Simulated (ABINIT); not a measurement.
# CdS (Hawleyite): G0W0 with ABINIT, start to end, part 2 of 3

Aim: the G0W0 gap of CdS (Hawleyite) on PBE with spin-orbit coupling, step by step.

ABINIT 10.8.3; PBE and many-body steps on it, plane waves. Known limits of the many-body steps: short of the basis limit; screening head approximate; coarse k mesh.

So far. Step 2 (Ground state): The gap is direct, at Γ.

## Step 3: Bands along the symmetry lines

Level of this step: DFT, PBE with spin-orbit coupling, plane waves, norm-conserving pseudopotentials (ABINIT).

Levels along a band path, at the cheap level, show where the edges lie and whether the meshes to come will hold them.

Contents of run.abi:

```
acell 3*1.0 Angstrom
rprim 
  0.000000000000 2.958200000000 2.958200000000
  2.958200000000 0.000000000000 2.958200000000
  2.958200000000 2.958200000000 -0.000000000000
ntypat 2
znucl 48 16
natom 2
typat 1 2
xred 
  0.000000000000 0.000000000000 0.000000000000
  0.250000000000 0.250000000000 0.250000000000
pp_dirpath "pseudos"
pseudos "Cd.upf, S.upf"
ecut 47
nspinor 2
iscf -2
irdden 1
kptopt 0
nkpt 26
kpt 
  0.00000000 0.00000000 0.00000000
  -0.12500000 -0.12500000 0.00000000
  -0.25000000 -0.25000000 0.00000000
  -0.37500000 -0.37500000 0.00000000
  -0.50000000 -0.50000000 0.00000000
  -0.46875000 -0.46875000 0.06250000
  -0.43750000 -0.43750000 0.12500000
  -0.40625000 -0.40625000 0.18750000
  -0.37500000 -0.37500000 0.25000000
  -0.37500000 0.00000000 0.37500000
  -0.28125000 0.00000000 0.28125000
  -0.18750000 0.00000000 0.18750000
  -0.09375000 0.00000000 0.09375000
  0.00000000 0.00000000 0.00000000
  0.00000000 0.00000000 0.12500000
  0.00000000 0.00000000 0.25000000
  0.00000000 0.00000000 0.37500000
  -0.00000000 -0.00000000 0.50000000
  -0.12500000 -0.06250000 0.43750000
  -0.25000000 -0.12500000 0.37500000
  -0.37500000 -0.18750000 0.31250000
  -0.50000000 -0.25000000 0.25000000
  -0.50000000 -0.31250000 0.18750000
  -0.50000000 -0.37500000 0.12500000
  -0.50000000 -0.43750000 0.06250000
  -0.50000000 -0.50000000 0.00000000
istwfk *1
nband 42
nbdbuf 6
tolwfr 1e-08
nstep 40
prtwf 0
prtvol 0
indata_prefix "in"
outdata_prefix "out"
tmpdata_prefix "tmp"
```

Run with:

```
$ OMP_NUM_THREADS=1 mpirun -n 4 abinit run.abi > log
```

What it wrote:

```text
.Version 10.8.3 of ABINIT. v10.8.2 released Aug 2026.

 Symmetries : space group F-4 3 m (#216); Bravais cF (face-center cubic)
[... echo of the input left out ...]
== DATASET  1 ==================================================================
-   mpi_nproc: 4, omp_nthreads: 1 (-1 if OMP is not activated)

--- !DatasetInfo
iteration_state: {dtset: 1, }
dimensions: {natom: 2, nkpt: 26, mband: 42, nsppol: 1, nspinor: 2, nspden: 1, mpw: 5410, }
cutoff_energies: {ecut:  47.0, pawecutdg:  -1.0, }
electrons: {nelect:   2.60000000E+01, charge:   0.00000000E+00, occopt:   1.00000000E+00, tsmear:   1.00000000E-02, }

 Real(R)+Recip(G) space primitive vectors, cartesian coordinates (Bohr,Bohr^-1):
 R(1)=  0.0000000  5.5901878  5.5901878  G(1)= -0.0894424  0.0894424  0.0894424
 R(2)=  5.5901878  0.0000000  5.5901878  G(2)=  0.0894424 -0.0894424  0.0894424
 R(3)=  5.5901878  5.5901878  0.0000000  G(3)=  0.0894424  0.0894424 -0.0894424
 Unit cell volume ucvol=  3.4938897E+02 bohr^3
 Angles (23,13,12)=  6.00000000E+01  6.00000000E+01  6.00000000E+01 degrees

 getcut: wavevector=  0.0000  0.0000  0.0000  ngfft=  50  50  50
         ecut(hartree)=     47.000   => boxcut(ratio)=   2.05016

--- Pseudopotential description ------------------------------------------------
- Cd Generated using ONCVPSP code by D. R. Hamann
- 48.00000  20.00000  180423                  znucl, zion, pspdat
12 -101130 2 -1 1368                          pspcod,pspxc,lmax,lloc,mmax
     nproj     2     4     4     0
     spin-orbit psp
        nprojso     4     4     0
  pspatm : epsatm=   23.18602207
         --- l  ekb(1:nproj) -->
             0    3.484518   49.532866
             1    9.657145    1.519289    0.012856    0.000063
             2    1.541456   -0.655918    0.017961   -0.000027
  spin-orbit 1   -3.801853    0.411142    0.019680   -0.001553
  spin-orbit 2   -1.207204    0.051413    0.008713   -0.000403
 pspatm: atomic psp has been read  and splines computed

- S Generated using ONCVPSP code by D. R. Hamann
- 16.00000   6.00000  180416                  znucl, zion, pspdat
12 -101130 2 -1 1146                          pspcod,pspxc,lmax,lloc,mmax
     nproj     2     3     2     0
     spin-orbit psp
        nprojso     3     3     0
  pspatm : epsatm=    9.02154350
         --- l  ekb(1:nproj) -->
             0    0.574336    6.763597
             1    3.228904    0.888476    0.000329
             2   -3.547470   -0.986489
  spin-orbit 1    0.096764   -0.027776    0.009511
  spin-orbit 2    0.001615    0.000361   -0.000189
 pspatm: atomic psp has been read  and splines computed

--------------------------------------------------------------------------------

================================================================================
 prteigrs : about to open file out_EIG
 Non-SCF case, kpt    1 (  0.00000  0.00000  0.00000), residuals and eigenvalues=
[...]
Non-SCF case, kpt    2 ( -0.12500 -0.12500  0.00000), residuals and eigenvalues=
[...]
1.90E-05  1.11E-05
[...]
Non-SCF case, kpt    3 ( -0.25000 -0.25000  0.00000), residuals and eigenvalues=
[...]
9.34E-05  2.30E-05
[...]
Non-SCF case, kpt   25 ( -0.50000 -0.43750  0.06250), residuals and eigenvalues=
[...]
Non-SCF case, kpt   26 ( -0.50000 -0.50000  0.00000), residuals and eigenvalues=
[...]
4.7458E-01  4.7458E-01  5.2484E-01  5.2484E-01  5.3326E-01  5.3326E-01
  5.8729E-01  5.8729E-01  6.2662E-01  6.2663E-01  6.2668E-01  6.2717E-01

--- !ResultsGS
iteration_state: {dtset: 1, }
comment   : Summary of ground state results
lattice_vectors:
- [  0.0000000,   5.5901878,   5.5901878, ]
- [  5.5901878,   0.0000000,   5.5901878, ]
- [  5.5901878,   5.5901878,  -0.0000000, ]
lattice_lengths: [   7.90572,    7.90572,    7.90572, ]
lattice_angles: [ 60.000,  60.000,  60.000, ] # degrees, (23, 13, 12)
lattice_volume:   3.4938897E+02
convergence: {deltae:  0.000E+00, res2:  0.000E+00, residm:  9.993E-09, diffor:  0.000E+00, }
etotal    :  -1.86391076E+02
entropy   :   0.00000000E+00
fermie    :   1.43556964E-01
cartesian_stress_tensor: null
pressure_GPa: null
xred      :
- [  0.0000E+00,   0.0000E+00,   0.0000E+00, Cd]
- [  2.5000E-01,   2.5000E-01,   2.5000E-01,  S]
cartesian_forces: null
force_length_stats: {min: null, max: null, mean: null, }

 Integrated electronic density in atomic spheres:
 ------------------------------------------------
 Atom  Sphere_radius  Integrated_density
    1        2.00000         17.15684704
    2        2.00000          3.86051565
================================================================================

 ----iterations are completed or convergence reached----

 Mean square residual over all n,k,spin=   50.414E-10; max=  99.928E-10
 reduced coordinates (array xred) for    2 atoms
       0.000000      0.000000      0.000000
       0.250000      0.250000      0.250000

 cartesian coordinates (angstrom) at end:
    1      0.000000     0.000000     0.000000
    2      1.479100     1.479100     1.479100
 length scales=  1.889726  1.889726  1.889726 bohr
              =  1.000000  1.000000  1.000000 angstroms
 prteigrs : about to open file out_EIG
 Eigenvalues (hartree) for nkpt=  26  k points:
 kpt#   1, nband= 42, wtk=  1.00000, kpt=  0.0000  0.0000  0.0000 (reduced coord)
[...]
kpt#   2, nband= 42, wtk=  1.00000, kpt= -0.1250 -0.1250  0.0000 (reduced coord)
[...]
kpt#   3, nband= 42, wtk=  1.00000, kpt= -0.2500 -0.2500  0.0000 (reduced coord)
[...]
kpt#  25, nband= 42, wtk=  1.00000, kpt= -0.5000 -0.4375  0.0625 (reduced coord)
[...]
0.62630    0.62654
 kpt#  26, nband= 42, wtk=  1.00000, kpt= -0.5000 -0.5000  0.0000 (reduced coord)
[...]
0.07946    0.07946    0.27609    0.27609    0.30077    0.30077    0.47458    0.47458
   0.52484    0.52484    0.53326    0.53326    0.58729    0.58729    0.62662    0.62663
   0.62668    0.62717

== END DATASET(S) ==============================================================
================================================================================

 -outvars: echo values of variables after computation  --------
            nband          42
             nkpt          26
          spgroup         216
 [... the other variables as echoed above ...]

 Calculation completed.
```

Elapsed: 98 s, on 4 MPI ranks of Arm Neoverse V1, shared host; peak memory 0.47 GiB; 6.5 min of CPU time.

This step gave:

```yaml
gap: 1.035 eV
k_of_the_valence_top: 0, 0, 0
k_of_the_conduction_bottom: 0, 0, 0
least_direct_gap: 1.035 eV
```

The gap is 1.035 eV, as in the run before at this level.

Electronic bands along the path, in eV, zero at the top of the highest filled band:

```csv
point,band 23,band 24,band 25,band 26,band 27,band 28,band 29,band 30
Γ,0.00,0.00,0.00,0.00,1.04,1.04,6.24,6.24
halfway,-0.97,-0.97,-0.95,-0.95,3.47,3.47,4.81,4.81
X,-1.76,-1.76,-1.74,-1.74,3.61,3.61,4.28,4.28
halfway,-2.03,-1.98,-1.67,-1.66,3.87,3.89,4.56,4.56
U,-2.39,-2.34,-1.43,-1.42,4.21,4.22,5.32,5.34
jump to K,-2.39,-2.34,-1.43,-1.42,4.21,4.22,5.32,5.34
halfway,-1.29,-1.26,-0.42,-0.39,3.45,3.46,6.00,6.06
Γ,0.00,0.00,0.00,0.00,1.04,1.04,6.24,6.24
halfway,-0.40,-0.40,-0.38,-0.35,2.67,2.67,6.19,6.19
L,-0.73,-0.73,-0.69,-0.69,2.93,2.93,6.88,6.88
halfway,-1.84,-1.80,-1.16,-1.12,4.23,4.24,5.78,5.84
W,-2.14,-2.06,-2.06,-2.04,5.21,5.24,5.40,5.43
halfway,-1.97,-1.91,-1.90,-1.89,4.27,4.30,4.70,4.71
X,-1.76,-1.76,-1.74,-1.74,3.61,3.61,4.28,4.28
```

## Step 4: Empty states on the mesh, 4×4×4 mesh, 184 bands

The sums over transitions need many empty states on a uniform mesh; this step solves for them.

Contents of run.abi:

```
acell 3*1.0 Angstrom
rprim 
  0.000000000000 2.958200000000 2.958200000000
  2.958200000000 0.000000000000 2.958200000000
  2.958200000000 2.958200000000 -0.000000000000
ntypat 2
znucl 48 16
natom 2
typat 1 2
xred 
  0.000000000000 0.000000000000 0.000000000000
  0.250000000000 0.250000000000 0.250000000000
pp_dirpath "pseudos"
pseudos "Cd.upf, S.upf"
ecut 47
nspinor 2
ngkpt 4 4 4
nshiftk 1
shiftk 0 0 0
kptopt 1
chksymbreak 0
iscf -2
irdden 1
istwfk *1
nband 184
nbdbuf 16
tolwfr 1e-09
nstep 60
prtvol 0
indata_prefix "in"
outdata_prefix "out"
tmpdata_prefix "tmp"
```

What it wrote:

```text
.Version 10.8.3 of ABINIT. v10.8.2 released Aug 2026.

 Symmetries : space group F-4 3 m (#216); Bravais cF (face-center cubic)
[... echo of the input left out ...]
== DATASET  1 ==================================================================
-   mpi_nproc: 4, omp_nthreads: 1 (-1 if OMP is not activated)

--- !DatasetInfo
iteration_state: {dtset: 1, }
dimensions: {natom: 2, nkpt: 8, mband: 184, nsppol: 1, nspinor: 2, nspden: 1, mpw: 5410, }
cutoff_energies: {ecut:  47.0, pawecutdg:  -1.0, }
electrons: {nelect:   2.60000000E+01, charge:   0.00000000E+00, occopt:   1.00000000E+00, tsmear:   1.00000000E-02, }

 Real(R)+Recip(G) space primitive vectors, cartesian coordinates (Bohr,Bohr^-1):
 R(1)=  0.0000000  5.5901878  5.5901878  G(1)= -0.0894424  0.0894424  0.0894424
 R(2)=  5.5901878  0.0000000  5.5901878  G(2)=  0.0894424 -0.0894424  0.0894424
 R(3)=  5.5901878  5.5901878  0.0000000  G(3)=  0.0894424  0.0894424 -0.0894424
 Unit cell volume ucvol=  3.4938897E+02 bohr^3
 Angles (23,13,12)=  6.00000000E+01  6.00000000E+01  6.00000000E+01 degrees

 getcut: wavevector=  0.0000  0.0000  0.0000  ngfft=  50  50  50
         ecut(hartree)=     47.000   => boxcut(ratio)=   2.05016

--- Pseudopotential description ------------------------------------------------
- Cd Generated using ONCVPSP code by D. R. Hamann
- 48.00000  20.00000  180423                  znucl, zion, pspdat
12 -101130 2 -1 1368                          pspcod,pspxc,lmax,lloc,mmax
     nproj     2     4     4     0
     spin-orbit psp
        nprojso     4     4     0
  pspatm : epsatm=   23.18602207
         --- l  ekb(1:nproj) -->
             0    3.484518   49.532866
             1    9.657145    1.519289    0.012856    0.000063
             2    1.541456   -0.655918    0.017961   -0.000027
  spin-orbit 1   -3.801853    0.411142    0.019680   -0.001553
  spin-orbit 2   -1.207204    0.051413    0.008713   -0.000403
 pspatm: atomic psp has been read  and splines computed

- S Generated using ONCVPSP code by D. R. Hamann
- 16.00000   6.00000  180416                  znucl, zion, pspdat
12 -101130 2 -1 1146                          pspcod,pspxc,lmax,lloc,mmax
     nproj     2     3     2     0
     spin-orbit psp
        nprojso     3     3     0
  pspatm : epsatm=    9.02154350
         --- l  ekb(1:nproj) -->
             0    0.574336    6.763597
             1    3.228904    0.888476    0.000329
             2   -3.547470   -0.986489
  spin-orbit 1    0.096764   -0.027776    0.009511
  spin-orbit 2    0.001615    0.000361   -0.000189
 pspatm: atomic psp has been read  and splines computed

--------------------------------------------------------------------------------

================================================================================
 prteigrs : about to open file out_EIG
 Non-SCF case, kpt    1 (  0.00000  0.00000  0.00000), residuals and eigenvalues=
  2.13E-10  7.38E-10  3.59E-10  3.16E-10  2.79E-10  3.17E-10  2.19E-10  4.42E-10
  1.38E-10  2.36E-10  1.71E-10  2.38E-10  3.48E-10  8.19E-10  2.80E-10  7.80E-10
  3.39E-10  4.85E-10  6.94E-10  7.52E-10  8.58E-10  8.76E-10  2.28E-10  2.95E-10
[...]
-3.5767E+00 -3.5767E+00 -2.2945E+00 -2.2945E+00 -2.0808E+00 -2.0808E+00
 -2.0808E+00 -2.0808E+00 -3.0229E-01 -3.0229E-01 -1.4528E-01 -1.4528E-01
 -1.4528E-01 -1.4528E-01 -1.2673E-01 -1.2673E-01 -1.1465E-01 -1.1465E-01
[...]
2.6655E+00  2.6655E+00  2.6655E+00  2.6655E+00  2.7337E+00  2.7337E+00
  2.7337E+00  2.7337E+00  2.7337E+00  2.7337E+00  2.7879E+00  2.7880E+00
  2.7881E+00  2.7881E+00  2.7885E+00  2.7927E+00
 prteigrs : prtvol=0 or 1, do not print more k-points.

--- !ResultsGS
iteration_state: {dtset: 1, }
comment   : Summary of ground state results
lattice_vectors:
- [  0.0000000,   5.5901878,   5.5901878, ]
- [  5.5901878,   0.0000000,   5.5901878, ]
- [  5.5901878,   5.5901878,  -0.0000000, ]
lattice_lengths: [   7.90572,    7.90572,    7.90572, ]
lattice_angles: [ 60.000,  60.000,  60.000, ] # degrees, (23, 13, 12)
lattice_volume:   3.4938897E+02
convergence: {deltae:  0.000E+00, res2:  0.000E+00, residm:  9.982E-10, diffor:  0.000E+00, }
etotal    :  -1.86391076E+02
entropy   :   0.00000000E+00
fermie    :   1.43556964E-01
cartesian_stress_tensor: null
pressure_GPa: null
xred      :
- [  0.0000E+00,   0.0000E+00,   0.0000E+00, Cd]
- [  2.5000E-01,   2.5000E-01,   2.5000E-01,  S]
cartesian_forces: null
force_length_stats: {min: null, max: null, mean: null, }

 Integrated electronic density in atomic spheres:
 ------------------------------------------------
 Atom  Sphere_radius  Integrated_density
    1        2.00000         17.15684704
    2        2.00000          3.86051565
================================================================================

 ----iterations are completed or convergence reached----

 Mean square residual over all n,k,spin=   48.284E-11; max=  99.822E-11
 reduced coordinates (array xred) for    2 atoms
       0.000000      0.000000      0.000000
       0.250000      0.250000      0.250000

 cartesian coordinates (angstrom) at end:
    1      0.000000     0.000000     0.000000
    2      1.479100     1.479100     1.479100
 length scales=  1.889726  1.889726  1.889726 bohr
              =  1.000000  1.000000  1.000000 angstroms
 prteigrs : about to open file out_EIG
 Eigenvalues (hartree) for nkpt=   8  k points:
 kpt#   1, nband=184, wtk=  0.01563, kpt=  0.0000  0.0000  0.0000 (reduced coord)
[...]
2.66551    2.66551    2.66551    2.66551    2.73367    2.73367    2.73368    2.73368
   2.73368    2.73368    2.78786    2.78796    2.78813    2.78815    2.78851    2.79268
 prteigrs : prtvol=0 or 1, do not print more k-points.

== END DATASET(S) ==============================================================
================================================================================

 -outvars: echo values of variables after computation  --------
            nband         184
             nkpt           8
          spgroup         216
 [... the other variables as echoed above ...]

 Calculation completed.
```

The job ended after 4.1 min (4 MPI ranks; peak memory 0.63 GiB; 16 min of CPU time).

Numbers from this step:

* gap: 1.035 eV
* k of the valence top: 0, 0, 0
* k of the conduction bottom: 0, 0, 0
* least direct gap: 1.035 eV
* k points computed: 8
* lowest point of the top converged band, above the valence top: 63.5130 eV

On this mesh the gap is 1.035 eV.

## Step 5: Screening, 4×4×4 mesh, 168 bands, screening to 119.7 eV

The RPA dielectric matrix is built and inverted for each q.

This step: RPA screening on PBE with spin-orbit coupling, plane waves, norm-conserving pseudopotentials.

run.abi, as its differences from that of step 4:

```diff
@@ -21,10 +21,11 @@
 chksymbreak 0
-iscf -2
-irdden 1
 istwfk *1
-nband 184
-nbdbuf 16
-tolwfr 1e-09
-nstep 60
-prtvol 0
+occopt 1
+irdwfk 1
+optdriver 3
+nband 168
+ecuteps 4.4
+inclvkb 0
+awtr 1
+symchi 1
 indata_prefix "in"
```

What it wrote:

```text
.Version 10.8.3 of ABINIT. v10.8.2 released Aug 2026.

 Symmetries : space group F-4 3 m (#216); Bravais cF (face-center cubic)
[... echo of the input left out ...]
== DATASET  1 ==================================================================
-   mpi_nproc: 4, omp_nthreads: 1 (-1 if OMP is not activated)

--- !DatasetInfo
iteration_state: {dtset: 1, }
dimensions: {natom: 2, nkpt: 8, mband: 168, nsppol: 1, nspinor: 2, nspden: 1, mpw: 5410, }
cutoff_energies: {ecut:  47.0, pawecutdg:  -1.0, }
electrons: {nelect:   2.60000000E+01, charge:   0.00000000E+00, occopt:   1.00000000E+00, tsmear:   1.00000000E-02, }

 SCREENING: Calculation of the susceptibility and dielectric matrices

 Based on a program developped by R.W. Godby, V. Olevano, G. Onida, and L. Reining.
 Incorporated in ABINIT by V. Olevano, G.-M. Rignanese, and M. Torrent.
.Using double precision arithmetic ; gwpc =  8

[... cell and pseudopotentials left out ...]
--------------------------------------------------------------------------------

 ==== K-mesh for the wavefunctions ====
 Number of points in the irreducible wedge :     8
[... list of points left out ...]
 Together with 24 symmetry operations and time-reversal symmetry
 yields    64 points in the full Brillouin Zone.

 ==== Q-mesh for the screening function ====
 Number of points in the irreducible wedge :     8
[... list of points left out ...]
 Together with 24 symmetry operations and time-reversal symmetry
 yields    64 points in the full Brillouin Zone.

 setmesh: FFT mesh size selected  =    32x   32x   32
          total number of points  =        32768

 vcoul_init : cutoff-mode = AUXILIARY_FUNCTION
 q-points for optical limit:   1
     1)      0.000010    0.000020    0.000030

- screening: taking advantage of time-reversal symmetry
- Maximum band index for partially occupied states nbvw = 26
- Remaining bands to be divided among processors   nbcw = 142
- Number of bands treated by each node ~35

 Number of electrons calculated from density =   26.0000; Expected =   26.0000
 average of density, n =  0.074416
 r_s =    1.4749
 omega_plasma =   26.3140 [eV]

 calculating chi0 at frequencies [eV] :
  1    0.000000E+00    0.000000E+00
  2    0.000000E+00    2.631405E+01

--------------------------------------------------------------------------------
  q-point number  1        q = ( 0.000000, 0.000000, 0.000000) [r.l.u.]
--------------------------------------------------------------------------------
[... chi0 elements left out ...]
 For q-point:  0.000010 0.000020 0.000030
  dielectric constant =  12.9328
  dielectric constant without local fields =  13.7849

  Average fulfillment of the sum rule on Im[epsilon] for q-point    1 :     55.17  [%]
[... wings left out ...]
  q-point number  2        q = ( 0.250000, 0.000000, 0.000000) [r.l.u.]
--------------------------------------------------------------------------------
[... chi0 elements left out ...]
  Average fulfillment of the sum rule on Im[epsilon] for q-point    2 :     69.37  [%]

 [... 6 further q-points ...]
```

The job ended after 3.3 min (4 MPI ranks; peak memory 2.6 GiB; 13 min of CPU time).

Numbers from this step:

- ε∞ with local fields, on this mesh: 12.93
- ε∞ without local fields, on this mesh: 13.78
- plasma frequency: 26.31 eV
- plane waves in the screening matrix: 169

Local fields lower ε∞ by 6 %. On a Γ-centred mesh this coarse the value itself is usually too large, while a short band sum pulls it down.

[end of part 2 of 3]

[Long decimals in the printed logs are rounded to 6 places.]

[Logs are printed without paths, hosts, clocks, repeated set-up lines and the standing remarks that a program may print on its own settings, such as how far it seeks lower states.]

[Paths, hosts, dates, memory and timing lines, banners, echoed tables and standing remarks are left out of the program output; an Ansatz launch command may be rebuilt from the run's recorded settings. Measured values are a selection of at most five: reports struck by readers or far from the other reports are left out. None is set beside runs whose start may be inverted or whose files or cutoffs have a known fault.]

[Runs of the session that timed out or met a known fault of the program may be left out.]

[Hosts, paths, dates, database ids (printed as entryN), source tags and the programs' standing remarks are cut or masked in the printed files.]

[G0W0 gaps are taken among the corrected bands and points alone; a level outside them can change the order at an edge.]

[Where Ansatz stands beside ABINIT at settings called matched, ABINIT's density can come from a denser mesh and the files from another edition; pairs whose starting gaps differed by over 0.03 eV were left out, so agreement reads better than it is.]
